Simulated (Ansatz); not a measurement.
# Fitting and testing ρ(T) of Ru (P6_3/mmc)

Wanted: a compact model of ρ(T) for Ru (P6_3/mmc) and a check of it.

The resistivities were computed with Ansatz 0.2.0 (DFT PBE, scalar-relativistic, plane waves, PAW) from the linearised Boltzmann equation with harmonic phonons, on q 3×3×2, k 12×12×6, scattering 24×24×12; the fit below is done by hand on them.

The experiments to compare with:

“CRC Handbook of Chemistry and Physics, 84th edition, Electrical Resistivity of Pure Metals” (2003, CRC Press, section 12, read from Wikipedia's data page) quotes from earlier work for Ru (bulk crystal): resistivity at 273 K 7.1 μΩ cm.

“Resistivity scaling model for metals with conduction band anisotropy” (2017, arxiv:1711.00796) quotes from earlier work for Ru (bulk Ru, literature reference value): in-plane resistivity at 300 K (in-plane, perpendicular to c) 7.62 μΩ cm; c-axis resistivity at 300 K (out-of-plane, along c) 5.82 μΩ cm.

**1. The data**

Symmetry: P6_3/mmc, No. 194, hexagonal system. Conventional cell: a = 2.720 Å, b = 2.720 Å, c = 4.297 Å, α = 90.00°, β = 90.00°, γ = 120.00°. Ru on site c is surrounded by 12 Ru at 2.66 to 2.72 Å.

This is the relaxed cell of the run, from steps not shown here.

The mean resistivity of the three axes from 50 to 800 K, with one row held back; the colder rows stay outside the fit and test it at the end:

```tsv
T (K)	ρ (μΩ cm)
50	0.1076
80	0.6528
100	1.206
150	2.736
200	4.216
273	6.255
300	6.985
400	9.627
500	?
600	14.77
800	19.85
```

The resistivity is not converged: the component that moves most changes by 11 % between the two finest meshes at 300 K.

**2. The fit**

Bloch and Grüneisen's form is ρ(T) = A (T/Θ)⁵ J₅(Θ/T), with J₅(z) the integral of x⁵/((eˣ − 1)(1 − e⁻ˣ)) from 0 to z. It goes as T⁵ far below Θ and as A T/(4Θ) far above. For a trial Θ the best A is the geometric mean of ρ/[(T/Θ)⁵ J₅] over the rows, and the scatter of that ratio measures the fit:

```tsv
Θ (K)	A (μΩ cm)	scatter (%)
250	19.10	40.0
332	29.36	20.7
374	35.88	10.8
416	43.43	3.7
458	52.14	10.9
520	67.43	25.0
624	100.8	47.5
```

The scatter is least at Θ = 416 K, with A = 43.43 μΩ cm (3.7 % r.m.s.).

```tsv
T (K)	computed	fit
50	0.1076	0.1142
80	0.6528	0.6228
100	1.206	1.138
150	2.736	2.628
200	4.216	4.144
273	6.255	6.280
300	6.985	7.050
400	9.627	9.837
600	14.77	15.25
800	19.85	20.57
```

**3. The row held back**

At T = 500 K, Θ/T = 0.832, J₅ = 0.1153 and (T/Θ)⁵ = 2.508, so the fit gives 12.56 μΩ cm. The computed value is 12.21 μΩ cm: the fit is off by +2.87 %. Outside its range, at 20 K, it gives 0.00139 against 4.4e-4 μΩ cm computed, 3.17 times that; at that temperature the run's own test moves by 25 % between meshes in the component that moves most. Among the rows used, the largest miss is +6.1 %, at 50 K.

**4. What the two numbers mean**

Θ = 416 K is 1.56 times ħω_log/k_B (267 K) and 1.08 of the highest phonon frequency (385 K); Θ is a number of the fit, and no phonon frequency. The high-temperature slope of the fit, A/(4Θ), is 0.0261 μΩ cm/K. The same slope from the run's transport coupling and plasma energy, 2π k_B λ_tr/(ħ ε₀ ω_p²) with λ_tr = 0.504, 0.504, 0.463 (xx, yy, zz) and ħω_p = 8.37, 8.37, 9.29 (xx, yy, zz) eV, is 0.0265 μΩ cm/K in the mean of the axes, +1.5 % from it. For comparison, the computed rows rise by 0.0254 μΩ cm/K between the two hottest.

**5. Summary of results**

```
Θ                                            : 416 K
A                                            : 43.43 μΩ cm
scatter of the fit                           : 3.7 %
held-back row at 500 K, fit against computed : 12.56 against 12.21 μΩ cm
```

In words: Two numbers, Θ = 416 K and A = 43.4 μΩ cm, hold the computed ρ(T) from 50 to 800 K within 3.72 % r.m.s. and predict the held-back row within 2.87 %. At 20 K, outside the rows fitted, it gives 3.17 times the computed value. The misses are not random: the largest is +6.1 %, at 50 K. By the run's own test the resistivity at 300 K moves by 11 % between its two finest scattering meshes, in the component that moves most. The mean hides an anisotropy: at 300 K the components are 7.59, 7.59, 5.76 (xx, yy, zz) μΩ cm. The fit describes the calculation: impurities, thermal expansion, changes of phase and anharmonicity are in neither.

Calculation against experiment:

```
                                                                                                                       quantity  measured  q 3×3×2, fine 24×24×12
         resistivity at 273 K (computed: phonon part alone; the measured value holds the sample's residual resistivity) (μΩ cm)       7.1          6.25 (-11.9 %)
in-plane resistivity at 300 K (computed: phonon part alone; the measured value holds the sample's residual resistivity) (μΩ cm)      7.62           7.59 (-0.3 %)
  c-axis resistivity at 300 K (computed: phonon part alone; the measured value holds the sample's residual resistivity) (μΩ cm)      5.82           5.76 (-1.0 %)
```

Measured values from CRC Press, section 12, read from Wikipedia's data page (2003) and arxiv:1711.00796 (2017).

Verdict: The resistivity at 273 K is off by -11.9 %: fair agreement. The in-plane resistivity at 300 K is off by -0.3 %: good agreement. The c-axis resistivity at 300 K is off by -1.0 %: good agreement.

[Logs are printed without paths, hosts, clocks, repeated set-up lines and the standing remarks that a program may print on its own settings, such as how far it seeks lower states.]

[Hosts, paths, dates, database ids (printed as entryN), source tags and the programs' standing remarks are cut or masked in the printed files.]
